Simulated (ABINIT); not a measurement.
Computed results, one entry a study.

```
CuI (Marshite): G0W0 with ABINIT, start to end
1.0
     0.00000    3.03150    3.03150
     3.03150    0.00000    3.03150
     3.03150    3.03150    0.00000
Cu I
1 1
Direct
  0.25000 0.25000 0.25000
  0.00000 0.00000 0.00000
# method: RPA screening on PBE, plane waves, norm-conserving pseudopotentials (and 2 further levels or steps)
# program: ABINIT 10.8.3
# settings: cutoff 42 Ha, PseudoDojo scalar-relativistic 0.4.1 standard, norm-conserving, ngkpt (4, 4, 4), nband 139, ecuteps 6 Ha, inclvkb 2, shiftk (0, 0, 0), symchi 1, awtr 1, frequency ppm, 4×4×4 k-mesh
# cost: 5 runs, 4.1 min in all on 4 MPI ranks of Arm Neoverse V1, shared host
# notes: The database entry behind the starting cell differs from other determinations of this structure. In doubt: a PseudoDojo file used here is known to give poor structures and forces, which bears on pressures, cells, forces and phonons. The cell and positions come from the Crystallography Open Database and are kept as given unless a step says otherwise. Limits: d shell near the gap, gap tends to lie low; no spin-orbit coupling.
# PBE gap: 1.09 eV, direct
# G0W0 gap on the mesh: 1.60 eV
# GW settings: 4×4×4 mesh, 139 bands, screening to 163.3 eV, Godby-Needs plasmon pole
# known limits: short of the basis limit; d shell near the gap, gap tends to lie low; no spin-orbit coupling
```

[Long decimals in the printed logs are rounded to 6 places.]

[Logs are printed without paths, hosts, clocks, repeated set-up lines and the standing remarks that a program may print on its own settings, such as how far it seeks lower states.]

[Paths, hosts, dates, memory and timing lines, banners, echoed tables and standing remarks are left out of the program output; an Ansatz launch command may be rebuilt from the run's recorded settings. Measured values are a selection of at most five: reports struck by readers or far from the other reports are left out. None is set beside runs whose start may be inverted or whose files or cutoffs have a known fault.]

[Runs of the session that timed out or met a known fault of the program may be left out.]

[Hosts, paths, dates, database ids (printed as entryN), source tags and the programs' standing remarks are cut or masked in the printed files.]

[G0W0 gaps are taken among the corrected bands and points alone; a level outside them can change the order at an edge.]

[Where Ansatz stands beside ABINIT at settings called matched, ABINIT's density can come from a denser mesh and the files from another edition; pairs whose starting gaps differed by over 0.03 eV were left out, so agreement reads better than it is.]
